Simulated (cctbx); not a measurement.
# Diagnosing a refinement

Cell a = 6.8410 Å, b = 4.3140 Å, c = 7.5540 Å, α = 90.00°, β = 90.00°, γ = 90.00°; space group Pnma (no. 62). The compound is TmTiRu.

The data are simulated with cctbx, not measured: Mo Kα, λ = 0.71073 Å, to d = 0.8 Å, 70 % of the full sphere, strongest reflection 20000 counts, noise from counting, a 3 % proportional error and a noise floor of 15 counts (s.d.); no absorption.

An anisotropic refinement with weights 1/σ² prints:

```text
Rint 0.037, 262 unique reflections to 0.80 A
cycle     R1     wR2    GooF  max shift (A)
   1  0.0410  0.0846   2.633   0.00904
   2  0.0176  0.0364   1.132   0.00000
final R1 0.0176 wR2 0.0364 GooF 1.132  parameters 18  data/parameter 14.6
atom        x        y        z      Ueq    occ   su(xyz)  su(Uiso or U11)
Tm1    0.50140  0.75000  0.30363   0.0146  1.000  0.00007  0.0002
Ru1    0.78960  0.75000  0.58889   0.0227  1.000  0.00013  0.0004
Ti1    0.18050  0.75000  0.58427   0.0250  1.000  0.00034  0.0011
difference map: max 1.60 min -1.78 rms 0.37
Q1    0.2561  0.2500  0.6582    4    1.64  1.68 A from Tm1
Q2    0.1410  0.7500  0.9476    4    1.31  1.05 A from Ru1
Q3    0.0145  0.2500  0.7284    4    1.30  0.58 A from Tm1
Q4    0.1670  0.7500  0.5529    4    1.22  0.25 A from Ti1
Q5    0.0939  0.7500  0.1543    4    1.21  0.71 A from Tm1
Q6    0.0855  0.7500  0.7835    4    1.13  1.64 A from Ti1
```

**Question.** Can this result stand? If not, what is the likely fault?

Mend it. The fault: anomalous dispersion left out. Against the right model at the same level, R1 goes from 0.0155 to 0.0176 and GooF from 0.93 to 1.13. No atom is wrong: without f′ and f″ the atoms near an edge get the wrong scattering power, which U and the scale absorb. The signs are weak, and the output alone doesn't single this fault out.

The compound is TmTiRu. The right model at the same level gives:

```text
Rint 0.037, 262 unique reflections to 0.80 A
cycle     R1     wR2    GooF  max shift (A)
   1  0.0351  0.0696   2.166   0.00987
   2  0.0155  0.0297   0.925   0.00000
final R1 0.0155 wR2 0.0297 GooF 0.925  parameters 18  data/parameter 14.6
atom        x        y        z      Ueq    occ   su(xyz)  su(Uiso or U11)
Tm1    0.50141  0.75000  0.30361   0.0150  1.000  0.00006  0.0002
Ru1    0.78958  0.75000  0.58887   0.0201  1.000  0.00011  0.0003
Ti1    0.18047  0.75000  0.58438   0.0275  1.000  0.00028  0.0009
difference map: max 1.66 min -1.26 rms 0.34
Q1    0.2574  0.2500  0.6548    4    1.68  1.68 A from Tm1
Q2    0.1416  0.7500  0.9492    4    1.15  1.05 A from Ru1
Q3    0.1065  0.7500  0.1605    4    1.13  0.77 A from Tm1
Q4    0.0192  0.2500  0.7165    4    1.11  0.67 A from Tm1
Q5    0.1704  0.7500  0.5550    4    1.08  0.23 A from Ti1
Q6    0.0874  0.7500  0.7866    4    1.06  1.66 A from Ti1
```

This is a model crystal, built by substitution and not relaxed, with assumed displacement parameters.

[Middle refinement cycles are left out of these outputs.]

[Logs are printed without paths, hosts, clocks, repeated set-up lines and the standing remarks that a program may print on its own settings, such as how far it seeks lower states.]
